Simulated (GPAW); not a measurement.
# Core-hole calculation of the B K edge in YCo3B2 (P6/mmm), part 3 of 3

Aim: the near-edge shape at the B K edge of YCo3B2 (P6/mmm), and what the core hole does to it.

GPAW 26.7.0; X-ray absorption from dipole matrix elements to empty bands, plane-wave PAW LDA.

So far. Step 5 (Spectrum with XCH, B atom 5): Main maxima below 24 eV (height): 1.2 eV (1.45), 3.8 eV (2.08), 5.7 eV (1.76), 11.9 eV (1.03), 15.8 eV (1.11) and 20.1 eV (0.72).  Step 5 (Spectrum with XCH, B atom 5): The total-energy difference is 184.91 eV.

## (7) Spectrum with XCH, B atom 5

A smaller cell brings the holes closer; here they are 3.0 Å apart.

Changed against the first core-hole run: supercell atoms from 18 to 6; the field's mesh follows (3×3×3 to 6×4×4).

xas.py

```python
import numpy as np
from ase import Atoms
from ase.parallel import parprint, paropen
from gpaw import GPAW, PW, FermiDirac, Mixer, MixerDif, setup_paths
from gpaw.test import gen
setup_paths.insert(0, '.')
gen('B', name='fch1s', xcname='LDA', corehole=(1, 0, 1), write_xml=True)
from gpaw.mpi import world
world.barrier()

atoms = Atoms('YCo3B2',
    cell=[[0, 0, -3.038],
     [2.5165, -4.35870586, 0],
     [-2.5165, -4.35870586, 0]],
    scaled_positions=[[0, 0, 0],
     [0.5, 0.5, 0],
     [0.5, 0, 0.5],
     [0.5, 0.5, 0.5],
     [0, 0.33333333, 0.33333333],
     [0, 0.66666667, 0.66666667]],
    magmoms=[0.0, 3.0, 3.0, 3.0, 0.0, 0.0],
    pbc=True)
atoms.calc = calc = GPAW(legacy_gpaw=True, mode=PW(430), xc='LDA', setups={4: 'fch1s'},
    kpts={'size': (6, 4, 4), 'gamma': True}, occupations=FermiDirac(0.1),
    charge=-1, mixer=MixerDif(0.05, 8, 50), maxiter=150,
    convergence={'density': 0.0001}, txt='scf.txt')
energy = atoms.get_potential_energy() + calc.get_reference_energy()
ef = calc.get_fermi_level()
out = dict(energy=energy, fermi=ef, forces=atoms.get_forces().tolist(), magmoms=atoms.get_magnetic_moments().tolist())
parprint(f'all-electron energy {energy:.4f} eV, Fermi level {ef:.4f} eV')
ev = np.array([[calc.get_eigenvalues(k, s) for k in range(len(calc.get_ibz_k_points()))] for s in range(calc.get_number_of_spins())])
out['homo'], out['lumo'], out['counts'] = ev[ev < ef].max(), ev[ev > ef].min(), sorted(set((ev < ef).sum((0, 2)).tolist()))
out['filled'] = (ev[:, 0] < ef).sum(1).tolist()

from ase.units import Ha
from gpaw.xas import dipole_matrix_elements
nb = int(calc.get_number_of_electrons() / 2) + 63
top, nb = nb, nb + 8 + nb // 12
nscf = calc.fixed_density(kpts={'size': (7, 5, 5), 'gamma': True}, nbands=nb,
    convergence={'bands': top, 'eigenstates': 1e-5}, maxiter=60, txt='nscf.txt')
cell = atoms.cell.array
ops = [cell.T @ U.T @ np.linalg.inv(cell.T) for U in nscf.wfs.kd.symmetry.op_scc]
E = np.arange(-6, 34, 0.1)
fwhm = np.interp(E, [4, 25], [0.9, 3.5])
Y, X, zero, highest = 0, 0, 1e9, 1e9
for spin in range(nscf.get_number_of_spins()):
    wfs = nscf.wfs
    A = dipole_matrix_elements(wfs.setups[4])
    eps = np.zeros((wfs.kd.nibzkpts, nb))
    d = np.zeros((3, A.shape[1], wfs.kd.nibzkpts, nb), complex)
    for kpt in wfs.kpt_u:
        if kpt.s == spin and 4 in kpt.P_ani:
            eps[kpt.k] = kpt.eps_n * Ha
            d[:, :, kpt.k] = (kpt.weight * wfs.nspins / 2) ** 0.5 * np.inner(A, kpt.P_ani[4])
    world.sum(eps)
    world.sum(d)
    T = np.einsum('amkn,bmkn->abkn', d, d.conj()).real
    T = sum(np.einsum('ai,ijkn,bj->abkn', R, T, R) for R in ops) / len(ops)
    empty = eps > ef
    zero, highest = min(zero, eps[empty].min()), min(highest, eps[:, top - 1].min())
    lines = [(eps, T, empty)] if spin == 0 else lines + [(eps, T, empty)]
for eps, T, empty in lines:
    f = np.einsum('aakn->akn', T).reshape(3, -1)
    x = eps.ravel() - zero
    w = np.interp(x, E, fwhm) / 2.35482
    g = np.exp(-0.5 * ((E[:, None] - x) / w) ** 2) / (w * (2 * np.pi) ** 0.5)
    Y = Y + (f * empty.ravel()) @ g.T
    X = X + (f * ~empty.ravel()) @ g.T
out.update(E=E.round(2).tolist(), xas=Y.tolist(), xes=X.tolist(), zero=zero, valid=highest - zero, nk=len(eps), nb=nb)
for i in range(0, len(E), 10):
    parprint(f'{E[i]:7.2f}', *(f'{v:10.3e}' for v in Y[:, i]))
import json
with paropen('out.json', 'w') as f:
    json.dump(out, f)
```

On the command line:

```sh
$ OMP_NUM_THREADS=1 mpirun -n 4 gpaw python xas.py
```

Numbers of over 12 decimals in the logs are rounded to 6 here.

The program printed:

```text
Input parameters:
  charge: -1
  convergence: {density: 0.0001}
  kpts: {gamma: True,
         size: (6, 4, 4)}
  maxiter: 150
  mixer: {backend: pulay,
          beta: 0.05,
          method: difference,
          nmaxold: 8,
          weight: 50}
  mode: {ecut: 430.0,
         name: pw}
  occupations: {fixmagmom: False,
                name: fermi-dirac,
                width: 0.1}
  setups: {4: fch1s}

[...]
2s:      -0.864526    -0.865247
2p:      -0.653666    -0.654690
*d:                   -0.075592
*f:                   -0.015154
-------------------------------
all-electron energy -206694.0814 eV, Fermi level 10.3010 eV
  -6.00  1.156e-58  1.158e-58  4.976e-59
  -5.00  2.834e-42  2.837e-42  1.636e-42
  -4.00  7.624e-29  7.630e-29  5.845e-29
  -3.00  2.277e-18  2.278e-18  2.316e-18
[...]
32.00  3.432e-04  3.432e-04  4.310e-04
  33.00  3.986e-04  3.986e-04  5.260e-04
[key lines of the parts left out:]
Converged after 31 iterations.
Dipole moment: (0.000000, -0.013429, -0.000000) |e|*Ang
Free energy:    -71.056711
Fermi level: 10.30095
```

Wall time 44 s (4 MPI ranks of Intel Xeon Platinum 8559C (Emerald Rapids), shared host); peak memory 0.38 GiB.

These settings depart from the first run's and aren't meant as converged.

Against the first run the r.m.s. difference is 12 %. The highest intensity below 16 eV goes from 3.8 eV (2.08) to 3.7 eV (2.09).

```csv
E (eV),first run,this run
-2.0,0.00,0.00
-0.5,0.09,0.09
1.0,1.40,1.54
2.5,1.12,0.96
4.0,2.05,1.95
5.5,1.73,1.58
7.0,0.91,0.76
8.5,0.28,0.36
10.0,0.54,0.77
11.5,1.00,1.01
13.0,0.90,0.86
14.5,0.95,1.03
16.0,1.10,1.00
17.5,0.73,0.67
19.0,0.66,0.69
20.5,0.71,0.67
22.0,0.59,0.55
23.5,0.51,0.48
25.0,0.47,0.46
26.5,0.44,0.45
28.0,0.47,0.48
29.5,0.45,0.43
31.0,0.36,0.35
```

## (8) What the core hole does

Both curves are counted from their own zero, so only the shift of weight within the empty states shows.

```csv
E (eV),no hole,XCH
-2.0,0.00,0.00
-1.0,0.00,0.00
0.0,0.28,0.45
1.0,0.72,1.40
2.0,0.84,1.08
3.0,0.59,1.36
4.0,1.13,2.05
5.0,1.44,1.58
6.0,1.84,1.68
7.0,1.92,0.91
8.0,1.13,0.34
9.0,0.44,0.31
10.0,0.44,0.54
11.0,0.59,0.88
12.0,0.83,1.03
13.0,0.98,0.90
14.0,0.91,0.89
15.0,1.01,1.03
16.0,1.31,1.10
17.0,1.30,0.87
18.0,1.00,0.65
19.0,0.86,0.66
20.0,0.92,0.72
21.0,0.96,0.68
22.0,0.89,0.59
23.0,0.79,0.53
24.0,0.71,0.50
25.0,0.65,0.47
26.0,0.60,0.44
27.0,0.57,0.44
28.0,0.58,0.47
29.0,0.60,0.47
30.0,0.57,0.43
31.0,0.48,0.36
32.0,0.41,0.34
```

With each curve scaled to its own mean, the area from −2 to 6 eV with the hole is 8.8 against 5.9, and the centre of weight from −1 to 20 eV moves by -1.2 eV: the hole pulls the absorber's empty states down.

## (9) Outcome

```
absorber and edge                                    : B K, atom 5 of the ground-state input (counted from 1)
surroundings                                         : 6 Co at 2.10 Å (distorted trigonal prismatic, site symmetry -6m2)
highest intensity below 16 eV                        : 3.8 eV above the zero, height 2.08
photon energy of the zero (spin-polarised hole, raw) : 184.9 eV (LDA puts this hole about 2 eV below PBE, itself good to a few eV)
```

What this shows: The B K edge of atom 5, with 6 Co at 2.10 Å (distorted trigonal prismatic, site symmetry -6m2), has its highest intensity of the first 16 eV at 3.8 eV above the zero, near 189 eV in photon energy (LDA puts this hole about 2 eV below PBE, itself good to a few eV), 2.1 times the mean level of the first 20 eV (Gaussian full width 0.9 eV up to 4 eV, rising linearly to 3.5 eV at 25 eV). With each curve scaled to its own mean, the area from −2 to 6 eV with the hole is 8.8 against 5.9, and the centre of weight from −1 to 20 eV moves by -1.2 eV: the hole pulls the absorber's empty states down. A cell with holes 3.0 Å apart changes the curve by 12 % r.m.s. (9 % after the best shift). At the B K edge of atom 5 polarisation matters most near 3.6 eV, where the curves differ by 1.7 on this scale. The hole lies in one spin channel, while the script sums the empty states of both and takes the lower zero; where the two channels are split, this blurs and shifts the curve. The starting moments shrank to 0.00 μB or less, so this is hardly a magnetic state. The holes are only 5.9 Å apart, so the shape is probably not converged with cell size; no larger cell was run here. The mesh is coarse (0.27 Å⁻¹ between points), so small maxima may be mesh ripples. The structure is a published determination, not relaxed.

[Banner, clock and machine lines of the logs are left out without a mark of their own.]

[Logs are printed without paths, hosts, clocks, repeated set-up lines and the standing remarks that a program may print on its own settings, such as how far it seeks lower states.]

[Hosts, paths, dates, database ids (printed as entryN), source tags and the programs' standing remarks are cut or masked in the printed files.]

[Lists of maxima count a maximum above −3 eV only where it reaches 4 % of the highest in the window and stands out from its surroundings by 2 % of it (1.5 % where it reaches 55 %); shoulders and weaker maxima are passed over, and of the rest the first, up to two pre-edge ones and the few strongest are named.]
